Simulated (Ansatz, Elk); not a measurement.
# MoBrN: X-ray structure factors from the self-consistent density

The structure of MoBrN used here is made up (a known structure type with other elements) and was relaxed beforehand with PBE. The aim is the Fourier transform of its all-electron density, F(hkl), set beside the sum over free spherical atoms that refinements use.

Main program and level: Elk 11.2.3 (patched build); DFT, PBE, all-electron APW+lo, Dirac cores, scalar-relativistic bands, static density, no spin.

The structure was built from a prototype and need not be the compound's stable phase.

**1. The structure**

Symmetry: R-3m, No. 166, trigonal system. Conventional cell: a = 3.508 Å, b = 3.508 Å, c = 31.937 Å, α = 90.00°, β = 90.00°, γ = 120.00°. Mo has 4 N at 2.05 Å and 3 Br at 2.80 Å nearest. Nearest to Br lie 3 Mo at 2.80 Å. Nearest to N lie 4 Mo at 2.05 Å. Farther neighbours and most contacts between anions are not listed.

Structure file:

```cif
data_structure
_symmetry_space_group_name_H-M 'R-3m:H'
_symmetry_Int_Tables_number 166
_cell_length_a 3.5080
_cell_length_b 3.5080
_cell_length_c 31.9372
_cell_angle_alpha 90.000
_cell_angle_beta 90.000
_cell_angle_gamma 120.000
_cell_volume 340.36
loop_
_atom_site_label
_atom_site_type_symbol
_atom_site_symmetry_multiplicity
_atom_site_Wyckoff_symbol
_atom_site_fract_x
_atom_site_fract_y
_atom_site_fract_z
_atom_site_occupancy
Mo1 Mo 6 c 0.33333 0.66667 0.79604 1
Br1 Br 6 c 0.66667 0.33333 0.73542 1
N1 N 6 c 0.33333 0.66667 0.86018 1
```

**2. Ground state and structure factors**

An all-electron density is needed, since X-rays see the cores too. Task 0 finds the density and task 195 Fourier-transforms it; tshift is off so that phases refer to the origin typed.

elk.in reads:

```
tasks
  0
  195

xctype
  20

spinpol
  .false.

rgkmax
  7.0

gmaxvr
  14.0

lmaxo
  7

lmaxapw
  8

swidth
  0.002

tshift
  .false.

ramdisk
  .false.

hmaxvr
  5.5

maxscl
  120

epspot
  1e-06

sppath
  './'

avec
  3.31453770318 1.91364923517 20.11749725218
  -3.31453770318 1.91364923517 20.11749725218
  0.00000000000 -3.82729847034 20.11749725218

atoms
  3
  'Mo.in'
  2
  0.1293740701 0.1293740701 0.1293740701   0.000000 0.000000 0.000000
  0.8706259299 0.8706259299 0.8706259299   0.000000 0.000000 0.000000
  'Br.in'
  2
  0.4020835505 0.4020835505 0.4020835505   0.000000 0.000000 0.000000
  0.5979164495 0.5979164495 0.5979164495   0.000000 0.000000 0.000000
  'N.in'
  2
  0.1935160641 0.1935160641 0.1935160641   0.000000 0.000000 0.000000
  0.8064839359 0.8064839359 0.8064839359   0.000000 0.000000 0.000000

ngridk
  7 7 7
```

On the command line:

```bash
OMP_NUM_THREADS=4 elk
```

Numbers of over 12 decimals in the logs are rounded to 6 here.

What it wrote:

```text
┌─────────────────────────┐
│ Elk code version 11.2.3 │
└─────────────────────────┘

All units are atomic (Hartree, Bohr, etc.)

┌─────────────────────────────────────────────────┐
│ Ground-state run starting from atomic densities │
└─────────────────────────────────────────────────┘

Lattice vectors :
   3.314537703       1.913649235       20.11749725
  -3.314537703       1.913649235       20.11749725
   0.000000000      -3.827298470       20.11749725

Reciprocal lattice vectors :
  0.9478222711      0.5472254434      0.1041081341
 -0.9478222711      0.5472254434      0.1041081341
  0.9326895680E-17  -1.094450887      0.1041081341

Unit cell volume      :    765.6151184
Brillouin zone volume :   0.3239881338

Muffin-tin inner radius fraction :   0.1000000000E-01

Nuclei treated as point charges

Species : 1 (Mo)
 parameters loaded from : Mo.in
 name : molybdenum
 nuclear charge    :   -42.00000000
 electronic charge :    42.00000000
 atomic mass :    174887.9214
 muffin-tin radius :    2.257939961
 number of radial points in muffin-tin :   1193
 inner part over the whole radius :   0.9908114603E-02
 number on inner part of muffin-tin    :    845
 approximate nuclear radius :   0.8334154960E-04
 number of mesh points to nuclear radius :    423
 atomic positions (lattice), magnetic fields (Cartesian) :
  1 :   0.12937407  0.12937407  0.12937407    0.00000000  0.00000000  0.00000000
  2 :  -0.12937407 -0.12937407 -0.12937407    0.00000000  0.00000000  0.00000000

Species : 2 (Br)
 parameters loaded from : Br.in
 name : bromine
 nuclear charge    :   -35.00000000
 electronic charge :    35.00000000
 atomic mass :    145656.0816
 muffin-tin radius :    2.400000000
 number of radial points in muffin-tin :    993
 inner part over the whole radius :   0.9934012010E-02
 number on inner part of muffin-tin    :    703
 approximate nuclear radius :   0.7858070945E-04
 number of mesh points to nuclear radius :    344
 atomic positions (lattice), magnetic fields (Cartesian) :
  1 :   0.40208355  0.40208355  0.40208355    0.00000000  0.00000000  0.00000000
  2 :  -0.40208355 -0.40208355 -0.40208355    0.00000000  0.00000000  0.00000000

Species : 3 (N)
 parameters loaded from : N.in
 name : nitrogen
 nuclear charge    :   -7.000000000
 electronic charge :    7.000000000
 atomic mass :    25532.65216
 muffin-tin radius :    1.563189204
 number of radial points in muffin-tin :    593
 inner part over the whole radius :   0.9871708632E-02
 number on inner part of muffin-tin    :    405
 approximate nuclear radius :   0.4939692610E-04
 number of mesh points to nuclear radius :    171
 atomic positions (lattice), magnetic fields (Cartesian) :
  1 :   0.19351606  0.19351606  0.19351606    0.00000000  0.00000000  0.00000000
  2 :  -0.19351606 -0.19351606 -0.19351606    0.00000000  0.00000000  0.00000000

Total number of atoms per unit cell :    6
Total muffin-tin volume :    244.2515953
 ratio of muffin-tin to unit cell volume :   0.3190266094

Spin treatment :
 spin-unpolarised

Number of Bravais lattice symmetries :   12
Number of crystal symmetries         :   12
Crystal has inversion symmetry
Real symmetric eigensolver will be used

k-point grid :      7     7     7
k-point offset :    0.000000000       0.000000000       0.000000000
k-point set is reduced with full crystal symmetry group
Total number of k-points :       44

Muffin-tin radius times maximum |G+k| :    7.000000000
 using average radius
Maximum |G+k| for APW functions       :    3.375592991
Maximum (1/2)|G+k|²                   :    5.697314019
Maximum |G| for potential and density :    14.00000000
Constant for pseudocharge density :    8
 order of it for each species :   15  15  15
 order of it for pair densities of each species (exact exchange by exxq0 0: 16) :   12  13   4
Radial integration step length :    1

G-vector grid sizes :     96    96    96
Number of G-vectors :    35519

Maximum angular momentum used for
 APW functions            :    8
 outer part of muffin-tin :    7
[...]
Madelung                    :     -16224.945345611
 xc potential                :     -576.75235022724
 exchange                    :     -437.56338457077
 correlation                 :     -8.310334
 electron entropic           :    -0.12294056387072E-02
 total energy                :     -13423.936316398

Density of states at Fermi energy :    96.78811336
 (states/Hartree/unit cell)

Estimated indirect band gap :   0.1668669652E-02
 from k-point 9 to k-point 2
Estimated direct band gap   :   0.9437815346E-02
 at k-point 9

Charges :
 core                        :    96.00000000
 valence                     :    72.00000000
 interstitial                :    10.55655162
 muffin-tins (core leakage)
  species : 1 (Mo)
[...]
species : 2 (Br)
[...]
species : 3 (N)
[...]
total in muffin-tins        :    157.4434484
 total calculated charge     :    167.9991228
 total charge                :    168.0000000
 error                       :   0.8771746253E-03

RMS change in Kohn-Sham potential (target) :   0.9819959611     (  0.1000000000E-05)
Absolute change in total energy (target)   :   0.1121818687     (  0.1000000000E-03)

[... loops 3 to 17 left out ...]

┌──────────────────┐
│ Loop number : 18 │
└──────────────────┘

Energies :
 Fermi                       :     0.255930
 sum of occupied eigenvalues :     -7907.4596330487
 electron kinetic            :      13851.336554092
 core electron kinetic       :      13164.101580234
 Coulomb                     :     -26827.243051402
 Coulomb potential           :     -21177.818285846
 nuclear-nuclear             :     -1077.1207345114
 electron-nuclear            :     -30350.613529625
 Hartree                     :      4600.4912127344
 Madelung                    :     -16238.333908479
 xc potential                :     -580.97790129390
 exchange                    :     -437.77473158586
 correlation                 :     -8.336367
 electron entropic           :    -0.21853272817301E-02
 total energy                :     -13422.019781231

Density of states at Fermi energy :    175.9135268
 (states/Hartree/unit cell)

Estimated indirect band gap :   0.1698491745E-02
 from k-point 1 to k-point 40
Estimated direct band gap   :   0.4889904878E-02
 at k-point 40

Charges :
 core                        :    96.00000000
 valence                     :    72.00000000
 interstitial                :    10.38342282
 muffin-tins (core leakage)
  species : 1 (Mo)
[...]
species : 2 (Br)
[...]
species : 3 (N)
[...]
total in muffin-tins        :    157.6165772
 total calculated charge     :    167.9991604
 total charge                :    168.0000000
 error                       :   0.8395604136E-03

RMS change in Kohn-Sham potential (target) :   0.5192281305E-06 (  0.1000000000E-05)
Absolute change in total energy (target)   :   0.4767856080E-04 (  0.1000000000E-03)

Convergence targets achieved

┌──────────────────┐
│ Loop number : 19 │
└──────────────────┘

Energies :
 Fermi                       :     0.255931
 sum of occupied eigenvalues :     -7907.4596182777
 electron kinetic            :      13851.336561604
 core electron kinetic       :      13164.101583481
 Coulomb                     :     -26827.243042378
 Coulomb potential           :     -21177.818320873
 nuclear-nuclear             :     -1077.1207345114
 electron-nuclear            :     -30350.613475982
 Hartree                     :      4600.4911681155
 Madelung                    :     -16238.333881941
 xc potential                :     -580.97785900870
 exchange                    :     -437.77473123219
 correlation                 :     -8.336367
 electron entropic           :    -0.21853284453809E-02
 total energy                :     -13422.019764315

Density of states at Fermi energy :    175.9136552
 (states/Hartree/unit cell)

Estimated indirect band gap :   0.1698499114E-02
 from k-point 1 to k-point 40
Estimated direct band gap   :   0.4889902168E-02
 at k-point 40

Charges :
 core                        :    96.00000000
 valence                     :    72.00000000
 interstitial                :    10.38342255
 muffin-tins (core leakage)
  species : 1 (Mo)
[...]
species : 2 (Br)
[...]
atom 2                    :    33.50319770     (  0.2288968445E-04)
  species : 3 (N)
   atom 1                    :    5.857381461     (  0.2039983106E-05)
   atom 2                    :    5.857381461     (  0.2039983106E-05)
 total in muffin-tins        :    157.6165775
 total calculated charge     :    167.9991604
 total charge                :    168.0000000
 error                       :   0.8395603311E-03

┌──────────────────────────────┐
│ Self-consistent loop stopped │
└──────────────────────────────┘

Wrote STATE.OUT
```

Wall time 1.9 min (4 threads of Arm Neoverse V2, shared host); peak memory 0.51 GiB; 5.5 min of CPU time.

SFACRHO.OUT:

```text

h k l indices transformed by vhmat matrix:
   1.000000000       0.000000000       0.000000000    
   0.000000000       1.000000000       0.000000000    
   0.000000000       0.000000000       1.000000000    

      h      k      l  multipl.   |H|            Re(F)            Im(F)           |F|

      0      0      0      1   0.0000000       168.00000      0.68488172E-15   168.00000    
      1      1      1      2  0.31232440      -56.063759      0.26562610E-13   56.063759    
      2      2      2      2  0.62464880      -36.269017     -0.10293012E-13   36.269017    
     -3     -3     -3      2  0.93697321      -8.4722620      0.26562610E-13   8.4722620    
      0     -1      0      6   1.0993913       3.6251813      -0.0000000       3.6251813    
      0      1      1      6   1.1140811       7.5484543      0.49804894E-14   7.5484543    
      1      1      2      6   1.1709991      -111.40820      0.29218871E-13   111.40820    
     -1     -2     -2      6   1.2119345       26.294092     -0.21167080E-13   26.294092    
      4      4      4      2   1.2492976      -42.149322      0.11156296E-12   42.149322    
     -2     -2     -3      6   1.3148800       71.013638      0.47812699E-13   71.013638    
      3      2      3      6   1.3753134       66.097689     -0.53125221E-13   66.097689    
     -3     -3     -4      6   1.5105208       43.563456     -0.10791060E-13   43.563456    
     -5     -5     -5      2   1.5616220       116.73558      0.53125221E-13   116.73558    
     -4     -3     -4      6   1.5840712      -95.705571     -0.50136927E-13   95.705571    
      4      4      5      6   1.7405545      -25.300550      0.21125576E-13   25.300550    
     -4     -5     -5      6   1.8226819      -13.693547      0.42500177E-13   13.693547    
      6      6      6      2   1.8739464      -30.841325      0.21125576E-13   30.841325    
      1     -1      0      6   1.8956445       113.48585      0.10727564E-14   113.48585
```

Elk indexes on the primitive cell of elk.in and gives |H| = 4π sin θ/λ in inverse bohr. Below, one row stands for each form hkl of the conventional cell (m members, Friedel mates merged), F is for one primitive cell and the density is static (no thermal factor). Free-atom factors are Waasmaier and Kirfel's, and R is Σm||F|−|F'||/Σm|F|.

```tsv
hkl	m	sin θ/λ (Å⁻¹)	abs F, DFT	neutral atoms	diff.
003	2	0.047	56.064	55.992	+0.072
006	2	0.094	36.269	36.345	-0.076
009	2	0.141	8.472	8.128	+0.345
101	6	0.165	3.625	3.783	-0.157
012	6	0.168	7.548	7.967	-0.418
104	6	0.176	111.408	111.811	-0.403
015	6	0.182	26.294	25.296	+0.998
0 0 12	2	0.188	42.149	42.463	-0.314
107	6	0.198	71.014	71.593	-0.579
018	6	0.207	66.098	66.986	-0.889
1 0 10	6	0.227	43.563	43.038	+0.526
0 0 15	2	0.235	116.736	116.636	+0.100
0 1 11	6	0.238	95.706	96.099	-0.394
1 0 13	6	0.262	25.301	25.088	+0.212
0 1 14	6	0.274	13.694	13.675	+0.019
0 0 18	2	0.282	30.841	30.708	+0.133
110	6	0.285	113.486	113.659	-0.173
113	12	0.289	36.785	36.782	+0.003
```

**3. The highest occupied states alone**

An energy window below the Fermi level keeps the highest occupied states, to see at which angles they scatter; shallow core shells can lie inside it and anion s states outside. No new self-consistency is needed.

Edit elk.in of step 2 so:

```diff
@@ -1,3 +1,2 @@
 tasks
-  0
   195
@@ -40,2 +39,5 @@
 
+wsfac
+  -0.185060 0.555930
+
 sppath
```

On the command line:

```bash
OMP_NUM_THREADS=4 elk
```

What it wrote:

```text
┌─────────────────────────────────┐
│ Elk code version 11.2.3 started │
└─────────────────────────────────┘

Info(readinput): the functional depends on the density's gradient
 muffin-tin radial points multiplied by    2.00000
 (not where nrmtscf is given)

┌────────────────────┐
│ Current task : 195 │
└────────────────────┘
Info(checkmt): changed muffin-tin radius of species 1 (Mo) from   2.6000 to   2.2579
Info(checkmt): changed muffin-tin radius of species 3 (N) from   1.8000 to   1.5632

Info(sfacrho): density structure factors written to SFACRHO.OUT

 Energy window :  -0.1850600000      0.5559300000

┌──────────────────┐
│ Elk code stopped │
└──────────────────┘
```

It took 16 s on 4 threads; peak memory 0.29 GiB.

States within 12 eV below the Fermi level hold 28.00 electrons; any levels below the window count with the cores. Their amplitudes can exceed the total, where window and core parts have opposite phase:

```tsv
hkl	sin θ/λ (Å⁻¹)	abs F, window	abs F, all
003	0.047	10.667	56.064
006	0.094	1.972	36.269
009	0.141	1.438	8.472
101	0.165	1.057	3.625
012	0.168	2.471	7.548
104	0.176	5.097	111.408
015	0.182	5.341	26.294
0 0 12	0.188	3.431	42.149
107	0.198	0.516	71.014
018	0.207	0.709	66.098
```

**4. Another functional**

The difference from free atoms is small, so it is set against the change that LDA (Perdew-Wang) makes.

Edit elk.in of step 3 so:

```diff
@@ -1,2 +1,3 @@
 tasks
+  0
   195
@@ -4,3 +5,3 @@
 xctype
-  20
+  3
 
@@ -39,5 +40,2 @@
 
-wsfac
-  -0.185060 0.555930
-
 sppath
```

On the command line:

```bash
OMP_NUM_THREADS=4 elk
```

What it wrote:

```text
┌─────────────────────────┐
│ Elk code version 11.2.3 │
└─────────────────────────┘

All units are atomic (Hartree, Bohr, etc.)

┌─────────────────────────────────────────────────┐
│ Ground-state run starting from atomic densities │
└─────────────────────────────────────────────────┘

Lattice vectors :
   3.314537703       1.913649235       20.11749725
  -3.314537703       1.913649235       20.11749725
   0.000000000      -3.827298470       20.11749725

Reciprocal lattice vectors :
  0.9478222711      0.5472254434      0.1041081341
[...]
interstitial                :    10.45374639
 muffin-tins (core leakage)
  species : 1 (Mo)
[...]
species : 2 (Br)
[...]
species : 3 (N)
   atom 1                    :    5.837754260     ( -0.1779440876E-05)
   atom 2                    :    5.837754260     ( -0.1779440876E-05)
 total in muffin-tins        :    157.5462536
 total calculated charge     :    167.9992105
 total charge                :    168.0000000
 error                       :   0.7894752752E-03

┌──────────────────────────────┐
│ Self-consistent loop stopped │
└──────────────────────────────┘

Wrote STATE.OUT
[key lines of the parts left out:]
total energy                :     -13406.430700229
```

The job ended after 83 s (4 threads; peak memory 0.43 GiB).

Against the first run R = 0.05 %; the largest change is +0.048 at 1 0 31.

**5. Basis size**

A smaller basis shows how fast F responds to it; the change is likely larger than the basis error of the first run, but doesn't show convergence.

Edit elk.in of step 4 so:

```diff
@@ -5,3 +5,3 @@
 xctype
-  3
+  20
 
@@ -11,3 +11,3 @@
 rgkmax
-  7.0
+  5.5
```

On the command line:

```bash
OMP_NUM_THREADS=4 elk
```

What it wrote:

```text
┌─────────────────────────┐
│ Elk code version 11.2.3 │
└─────────────────────────┘

All units are atomic (Hartree, Bohr, etc.)

┌─────────────────────────────────────────────────┐
│ Ground-state run starting from atomic densities │
└─────────────────────────────────────────────────┘

Lattice vectors :
   3.314537703       1.913649235       20.11749725
  -3.314537703       1.913649235       20.11749725
   0.000000000      -3.827298470       20.11749725

Reciprocal lattice vectors :
  0.9478222711      0.5472254434      0.1041081341
[...]
interstitial                :    10.68643478
 muffin-tins (core leakage)
  species : 1 (Mo)
[...]
species : 2 (Br)
[...]
species : 3 (N)
   atom 1                    :    5.777945856     (  0.2023618320E-05)
   atom 2                    :    5.777945856     (  0.2023618320E-05)
 total in muffin-tins        :    157.3135652
 total calculated charge     :    167.9993424
 total charge                :    168.0000000
 error                       :   0.6575869772E-03

┌──────────────────────────────┐
│ Self-consistent loop stopped │
└──────────────────────────────┘

Wrote STATE.OUT
[key lines of the parts left out:]
total energy                :     -13421.801603890
```

Elapsed: 83 s, on 4 threads; peak memory 0.47 GiB.

Against the first run R = 0.08 %; the largest change is -0.132 at 110.

**6. Settings against the effect**

```tsv
run	R against the first run (%)	R against neutral atoms, low angle (%)	wall time
PBE, rgkmax 7	0.00	0.69	1.9 min
LDA (Perdew-Wang)	0.05	0.68	83 s
rgkmax 5.5	0.08	0.69	83 s
```

**7. Outcome**

* R against neutral atoms, sin θ/λ < 0.3 Å⁻¹: 0.69 %
* R against neutral atoms, 0.3 to 0.67 Å⁻¹: 0.38 %

In words: Independent neutral atoms miss the calculated amplitudes by R = 0.69 % below 0.3 Å⁻¹ and 0.38 % from there to 0.67 Å⁻¹; by shells, 0.49 % below 0.15 Å⁻¹ (3 forms), 0.70 % 0.15 to 0.3 (16 forms), 0.41 % 0.3 to 0.45 (34 forms), 0.37 % above 0.45 (96 forms). Bonding, aspherical density and the tables' own atoms all enter these figures, and the runs don't part them. The largest change of an amplitude is +1.00 electrons, at 015. The window's part falls from 28.0 electrons at the origin to at most 0.57 between 0.45 and 0.67 Å⁻¹. Below 0.3 Å⁻¹ the changes that finished (LDA (Perdew-Wang) and rgkmax 5.5) move F by R = 0.13 % at most, against the 0.69 % that separates it from free atoms. The k-mesh has no finished test. These runs have no spin, though d or f shells may be open. Part of the difference isn't bonding: the tables are fits to free atoms and ions calculated by other methods than this functional. Thermal motion, anomalous dispersion and extinction are left out.

[Logs are printed without paths, hosts, clocks, repeated set-up lines and the standing remarks that a program may print on its own settings, such as how far it seeks lower states.]

[Hosts, paths, dates, database ids (printed as entryN), source tags and the programs' standing remarks are cut or masked in the printed files.]
